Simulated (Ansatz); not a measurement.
# Te on Co(0001): change of the work function, part 4 of 5

How does one ordered layer of Te (top site) change the work function of Co(0001), and what dipole does each adsorbate carry?

Ansatz 0.2.0; plane-wave DFT, PBE, Ansatz PAW.

So far, work function, upper face (eV): step 2 (the clean slab) 4.93; step 3 (adsorbate added) 4.71; step 5 (the slab at 0.25 ML, atoms frozen) 4.71; step 6 (the substrate of the 0.25 ML cell alone) 4.92; step 7 (the adsorbate layer of the 0.25 ML cell alone) 5.28.

## 9. The same run with other settings

This step: plane-wave DFT, PBE, Ansatz PAW (Ansatz 0.2.0).

System of this step: Te/Co(0001). The cell holds 17 atoms: 16 Co and 1 Te. Its edges and angles: a = 5.020 Å, b = 5.020 Å, c = 26.801 Å, α = 90.0°, β = 90.0°, γ = 60.0°. Vacuum lies along c.

A run with a changed input: it repeats the earlier run at 0.25 ML with kpoints.mp_grid.grid from [7, 7, 1] to [6, 6, 1]; its output block differs too.

The input, input.yaml:

```yaml
crystal:
  lattice:
    - [5.02, 0.0, 0.0]
    - [2.51, 4.347447527, 0.0]
    - [0.0, 0.0, 26.8005142519]
  atoms:
    - { symbol: Co, position: [0.3333333333, 0.3333333333, 0.3358144517], spin: 1.81 }
    - { symbol: Co, position: [0.0, 0.0, 0.4117685913], spin: 1.75 }
    - { symbol: Co, position: [0.3333333333, 0.3333333333, 0.4881321601], spin: 1.73 }
    - { symbol: Co, position: [0.0, 0.0, 0.5607546971], spin: 1.78 }
    - { symbol: Co, position: [0.3333333333, 0.8333333333, 0.3358144517], spin: 1.81 }
    - { symbol: Co, position: [0.0, 0.5, 0.4117685913], spin: 1.75 }
    - { symbol: Co, position: [0.3333333333, 0.8333333333, 0.4881321601], spin: 1.73 }
    - { symbol: Co, position: [0.0, 0.5, 0.5607546971], spin: 1.78 }
    - { symbol: Co, position: [0.8333333333, 0.3333333333, 0.3358144517], spin: 1.81 }
    - { symbol: Co, position: [0.5, 0.0, 0.4117685913], spin: 1.75 }
    - { symbol: Co, position: [0.8333333333, 0.3333333333, 0.4881321601], spin: 1.73 }
    - { symbol: Co, position: [0.5, 0.0, 0.5607546971], spin: 1.78 }
    - { symbol: Co, position: [0.8333333333, 0.8333333333, 0.3358144517], spin: 1.81 }
    - { symbol: Co, position: [0.5, 0.5, 0.4117685913], spin: 1.75 }
    - { symbol: Co, position: [0.8333333333, 0.8333333333, 0.4881321601], spin: 1.73 }
    - { symbol: Co, position: [0.5, 0.5, 0.5607546971], spin: 1.78 }
    - { symbol: Te, position: [0.0, 0.0, 0.6641855483] }
magnetization:
  spin_polarized: true
kpoints:
  mp_grid: { grid: [6, 6, 1] }
hamiltonian:
  xc: pbe
scf:
  occupations: { method: fermi_dirac, width: 0.1 }
  convergence: { dr2_threshold: 1.0e-08 }
efield:
  axis: 3
  dipole_correction: true
  ramp_position: 0.97
  ramp_width: 0.06
relax:
  f_tol: 0.02
  max_steps: 60
  constraints: [{ sites: [0, 1, 4, 5, 8, 9, 12, 13] }]
output:
  bader: true
  dos: { projected: true, e_range: [-8, 4] }
  write_potential: true
  write_density: true
  volumetric_format: npy
```

Run with:

```
> ansatz run input.yaml --threads 4 --pin off --max-ram 12288MiB --backend cpu --events-out ev --progress --plain --runs-dir out
```

Numbers of over 12 decimals in the logs are rounded to 6 here.

The program printed:

```text
[...]
Crystal: 17 atoms, lattice volume = 584.899 Å³
Basis set: ecut = 420 eV, 11471 PW (Γ), exchange–correlation on 72×72×360 points (8 copies of the dense FFT grid, shifted against one another)
Bands: 190, of which v1, the nominal top of the filled ones, is band 144 counted from 1 (143 counted from 0)
Symmetry: 6 space group operations
k-points: 7 of 36 (time reversal used)
[...]
Starting moments: Σ|m| = 28.28 μB on 16 of 17 sites
[...]
SCF iter   1: F=—  HF=-88985.221858 eV  |F-HF|=—  |Δ(HF+E_count)|=         —  Δρ=3.89e-2 (↑1.49e-2 ↓3.89e-2)  dr2=1.11e2  dr2_m=1.81e0  M=26.900 μB ∫|m|=28.302 μB  β_m=1.00  ethr=3.10e-3  p=-0.000 e·Å  D=-1.02e-7 V/Å  ΔV_dip=0.00 eV  dr2_dipole=2.90e1  V_vac-E_F(+/−)=7.04/7.04 eV  ⟨swp⟩=9.4  Hψ=13515  notcnv=0  defer=163
[...]
SCF iter  19: F=-88992.878906 eV  HF=-88992.878906 eV  |F-HF|=1.38e-9  |Δ(HF+E_count)|=   2.40e-9  Δρ=6.41e-7 (↑2.61e-7 ↓6.41e-7)  dr2=4.13e-9  dr2_m=3.74e-10  M=27.888 μB ∫|m|=30.522 μB  ethr=1.00e-12  p=-0.024 e·Å  D=-7.45e-3 V/Å  ΔV_dip=0.20 eV  dr2_dipole=7.12e-11  V_vac-E_F(+/−)=5.18/4.98 eV  ⟨swp⟩=13.8  Hψ=20255  notcnv=0
SCF 1 converged in 19 iterations: F = -88992.878906 eV  dr2 = 4.13e-9
[...]
relax step   1: F+E_penalty+E_count = -88992.87890558 eV  Δ(F+E_penalty+E_count) = +0.000e0 eV  max|allowed force component| = 2.450e0 eV/Å  Δτ_max = 0.0000 Å  (19 SCF iters, accepted)
[...]
SCF iter  13: F=-88993.359560 eV  HF=-88993.359560 eV  |F-HF|=7.92e-9  |Δ(HF+E_count)|=   5.02e-9  Δρ=3.20e-7 (↑1.77e-7 ↓3.20e-7)  dr2=8.10e-10  dr2_m=1.48e-10  M=27.645 μB ∫|m|=30.271 μB  ethr=2.19e-12  p=-0.005 e·Å  D=-1.51e-3 V/Å  ΔV_dip=0.04 eV  dr2_dipole=1.09e-11  V_vac-E_F(+/−)=5.02/4.98 eV  ⟨swp⟩=11.9  Hψ=17190  notcnv=0
SCF 2 converged in 13 iterations: F = -88993.359560 eV  dr2 = 8.10e-10
[...]
relax step   2: F+E_penalty+E_count = -88993.35956046 eV  Δ(F+E_penalty+E_count) = -4.807e-1 eV  max|allowed force component| = 2.027e0 eV/Å  Δτ_max = 0.1949 Å  (13 SCF iters, accepted)
SCF iter   1: F=—  HF=-88993.655264 eV  |F-HF|=—  |Δ(HF+E_count)|=         —  Δρ=3.15e-3 (↑3.15e-3 ↓3.03e-3)  dr2=3.04e-1  dr2_m=3.70e-2  M=27.404 μB ∫|m|=30.043 μB  β_m=1.00  ethr=5.45e-4  p=-0.005 e·Å  D=-1.51e-3 V/Å  ΔV_dip=0.04 eV  dr2_dipole=1.27e-1  V_vac-E_F(+/−)=4.99/4.95 eV  ⟨swp⟩=4.7  Hψ=6412  notcnv=0  defer=269
[...]
SCF iter  14: F=-88993.642890 eV  HF=-88993.642890 eV  |F-HF|=2.33e-10  |Δ(HF+E_count)|=   2.92e-8  Δρ=1.81e-7 (↑1.18e-7 ↓1.81e-7)  dr2=5.50e-10  dr2_m=5.85e-11  M=27.428 μB ∫|m|=30.048 μB  ethr=2.07e-12  p=0.020 e·Å  D=6.19e-3 V/Å  ΔV_dip=-0.17 eV  dr2_dipole=7.90e-11  V_vac-E_F(+/−)=4.81/4.98 eV  ⟨swp⟩=12.0  Hψ=16407  notcnv=0
SCF 3 converged in 14 iterations: F = -88993.642890 eV  dr2 = 5.50e-10
relax step   3: F+E_penalty+E_count = -88993.64288993 eV  Δ(F+E_penalty+E_count) = -2.833e-1 eV  max|allowed force component| = 7.263e-1 eV/Å  Δτ_max = 0.1974 Å  (14 SCF iters, accepted)
[...]
relax step   4: F+E_penalty+E_count = -88993.72670748 eV  Δ(F+E_penalty+E_count) = -8.382e-2 eV  max|allowed force component| = 6.036e-1 eV/Å  Δτ_max = 0.1348 Å  (13 SCF iters, accepted)
[...]
relax step   5: F+E_penalty+E_count = -88993.74625366 eV  Δ(F+E_penalty+E_count) = -1.955e-2 eV  max|allowed force component| = 3.991e-1 eV/Å  Δτ_max = 0.1267 Å  (13 SCF iters, accepted)
[...]
relax step   6: F+E_penalty+E_count = -88993.76054307 eV  Δ(F+E_penalty+E_count) = -1.429e-2 eV  max|allowed force component| = 5.346e-2 eV/Å  Δτ_max = 0.0357 Å  (12 SCF iters, accepted)
SCF iter   1: F=—  HF=-88993.761258 eV  |F-HF|=—  |Δ(HF+E_count)|=         —  Δρ=3.86e-4 (↑3.24e-4 ↓3.86e-4)  dr2=5.48e-4  dr2_m=5.95e-4  M=27.213 μB ∫|m|=29.798 μB  β_m=1.00  ethr=2.77e-6  p=0.035 e·Å  D=1.10e-2 V/Å  ΔV_dip=-0.29 eV  dr2_dipole=4.08e-5  V_vac-E_F(+/−)=4.68/4.98 eV  ⟨swp⟩=2.9  Hψ=4847  notcnv=0  defer=245
[...]
SCF iter  12: F=-88993.760907 eV  HF=-88993.760907 eV  |F-HF|=1.00e-9  |Δ(HF+E_count)|=  9.60e-10  Δρ=3.49e-7 (↑4.50e-8 ↓3.49e-7)  dr2=1.13e-9  dr2_m=1.33e-10  M=27.211 μB ∫|m|=29.796 μB  ethr=1.00e-12  p=0.035 e·Å  D=1.07e-2 V/Å  ΔV_dip=-0.29 eV  dr2_dipole=4.64e-11  V_vac-E_F(+/−)=4.69/4.98 eV  ⟨swp⟩=9.1  Hψ=14868  notcnv=0
SCF 7 converged in 12 iterations: F = -88993.760907 eV  dr2 = 1.13e-9
relax step   7: F+E_penalty+E_count = -88993.76090686 eV  Δ(F+E_penalty+E_count) = -3.638e-4 eV  max|allowed force component| = 2.154e-3 eV/Å  Δτ_max = 0.0058 Å  (12 SCF iters, accepted)
[...]
SCF converged after 12 iterations
Magnetization: 27.2105 μB (157.6053 up, 130.3947 down)
Absolute magnetization: 29.8056 μB (∫|ρ↑−ρ↓|, with the PAW one-centre terms)
[...]
Per-site moments (μB) at R_I (Å): [(1.813648, 1.030734), (1.752930, 1.030734), (1.749524, 1.017644), (1.401011, 0.962328), (1.817212, 1.030734), (1.766282, 1.023103), (1.683626, 0.962328), (1.850307, 1.017644), (1.817212, 1.030734), (1.766282, 1.023103), (1.683626, 0.962328), (1.850307, 1.017644), (1.817212, 1.030734), (1.766282, 1.023103), (1.683626, 0.962328), (1.850307, 1.017644), (0.063520, 0.964146)]
Free energy (F): -88993.760907 eV
[...]
Internal energy: -88993.196708 eV  (E = F + TS)
E sigma→0 (E₀):  -88993.478807 eV
Entropy (-TS):   -0.564199 eV (-33.188 meV/atom)
Fermi energy:    2.998706 eV
Dipole field:    D = 0.010679 V/Å  (p = 0.034520 e·Å, saw-weighted, corrected)
Work function:   Φ+ = 4.6894 eV   Φ− = 4.9756 eV
[...]
--- Forces (eV/Å), atoms counted from 1 ---
  atom   1  Co     0.00000000     0.00000000     0.46830291
  atom   2  Co    -0.00000000     0.00000000    -0.40276930
  atom   3  Co    -0.00000000    -0.00000000     0.00117803
  atom   4  Co     0.00000000     0.00000000     0.00164926
  atom   5  Co     0.00124585    -0.00071929     0.48435862
  atom   6  Co     0.07856144    -0.04535747    -0.50463885
  atom   7  Co    -0.00050784     0.00029320    -0.00029386
  atom   8  Co     0.00074374    -0.00042940    -0.00149260
  atom   9  Co     0.00000000     0.00143858     0.48435862
  atom  10  Co    -0.00000000     0.09071494    -0.50463885
  atom  11  Co     0.00000000    -0.00058641    -0.00029386
  atom  12  Co    -0.00000000     0.00085879    -0.00149260
  atom  13  Co    -0.00124585    -0.00071929     0.48435862
  atom  14  Co    -0.07856144    -0.04535747    -0.50463885
  atom  15  Co     0.00050784     0.00029320    -0.00029386
  atom  16  Co    -0.00074374    -0.00042940    -0.00149260
  atom  17  Te    -0.00000000     0.00000000    -0.00215362
  max |Σ_I F_I| component: 7.24e-6 eV/Å
--- Band table (eV; the first three rows and the last of 14) ---
  k-point 0 ↑: bands = [... 140 lower, 2.0646, 2.0977, 2.2307, 2.2314, 2.2314, 2.2940, 2.2940, 2.2969, ... 42 higher]
  k-point 1 ↑: bands = [... 140 lower, 2.0003, 2.0240, 2.0511, 2.0596, 2.0832, 2.1150, 2.2049, 2.2128, ... 42 higher]
  k-point 2 ↑: bands = [... 140 lower, 1.7627, 1.7694, 1.8456, 1.8804, 1.8924, 1.9170, 1.9227, 2.0102, ... 42 higher]
  k-point 6 ↓: bands = [... 140 lower, 3.6104, 3.6165, 3.7360, 3.7585, 3.7624, 3.7656, 3.7871, 3.8204, ... 42 higher]
--- Relaxed structure (7 steps of the walk, 7 accepted, 0 SCFs on fresh bases) ---
  F+E_penalty+E_count = -88993.76090686 eV   max|allowed force component| = 2.154e-3 eV/Å
  atoms:
    - { symbol: Co, position: [0.333333, 0.333333, 0.335814] }
    - { symbol: Co, position: [0, 0, 0.411769] }
    - { symbol: Co, position: [0.333333, 0.333333, 0.489144] }
    - { symbol: Co, position: [-1.1986283411276699e-18, 0, 0.554688] }
    - { symbol: Co, position: [0.333333, 0.833333, 0.335814] }
    - { symbol: Co, position: [-2.7755575615628914e-17, 0.5, 0.411769] }
    - { symbol: Co, position: [0.338846, 0.830577, 0.487190] }
    - { symbol: Co, position: [-0.00173774, 0.500869, 0.563435] }
    - { symbol: Co, position: [0.833333, 0.333333, 0.335814] }
    - { symbol: Co, position: [0.500000, 0, 0.411769] }
    - { symbol: Co, position: [0.830577, 0.338846, 0.487190] }
    - { symbol: Co, position: [0.500869, -0.00173774, 0.563435] }
    - { symbol: Co, position: [0.833333, 0.833333, 0.335814] }
    - { symbol: Co, position: [0.5, 0.5, 0.411769] }
    - { symbol: Co, position: [0.830577, 0.830577, 0.487190] }
    - { symbol: Co, position: [0.500869, 0.500869, 0.563435] }
    - { symbol: Te, position: [-4.403060321985633e-18, 0, 0.641900] }
--- Bader charges: 17 sites ---
  site symbol  charge [e]  shift [e]    m [muB]
     0     Co     -0.0200     0.0002     1.7430
     1     Co      0.0194     0.0002     1.6780
     2     Co      0.0441     0.0003     1.6791
     3     Co     -0.1247     0.0022     1.3431
     4     Co     -0.0211     0.0002     1.7472
     5     Co      0.0204     0.0002     1.6910
     6     Co      0.0027     0.0000     1.6115
     7     Co      0.0866     0.0001     1.8058
     8     Co     -0.0210     0.0002     1.7472
     9     Co      0.0204     0.0002     1.6910
    10     Co      0.0027     0.0000     1.6115
    11     Co      0.0866     0.0001     1.8058
    12     Co     -0.0210     0.0002     1.7472
    13     Co      0.0204     0.0002     1.6910
    14     Co      0.0028     0.0000     1.6115
    15     Co      0.0866     0.0001     1.8058
    16     Te     -0.1849     0.0024     0.2008
  estimated error of the sums over rays = 6.1e-4 e
```

Elapsed: 11 min, on 4 threads of Arm Neoverse V1, shared host; peak memory 3.3 GiB.

| quantity | this run | earlier run | difference |
| --- | --- | --- | --- |
| work function, upper face (eV) | 4.689 | 4.708 | -0.019 |
| work function, lower face (eV) | 4.976 | 4.983 | -0.0072 |
| dipole along the normal (e·Å) | 0.03452 | 0.03310 | 0.0014 |
| total moment (μB) | 27.21 | 27.14 | 0.071 |

What moves beyond 0.01 in its unit (for the dipole 0.5 % and 5e-5 e·Å): dipole along the normal (+0.00142 e·Å), total moment (+0.0707 μB) and work function, upper face (-0.0189 eV).

The change shows in the results, which are not taken further.

[end of part 4 of 5]

[Logs are printed without paths, hosts, clocks, repeated set-up lines and the standing remarks that a program may print on its own settings, such as how far it seeks lower states.]

[Hosts, paths, dates, database ids (printed as entryN), source tags and the programs' standing remarks are cut or masked in the printed files.]

[Maps of the electrostatic potential energy from Ansatz leave out the sawtooth potential of an applied field or a dipole correction, so their vacuum need not be flat; planar profiles and work functions include it.]
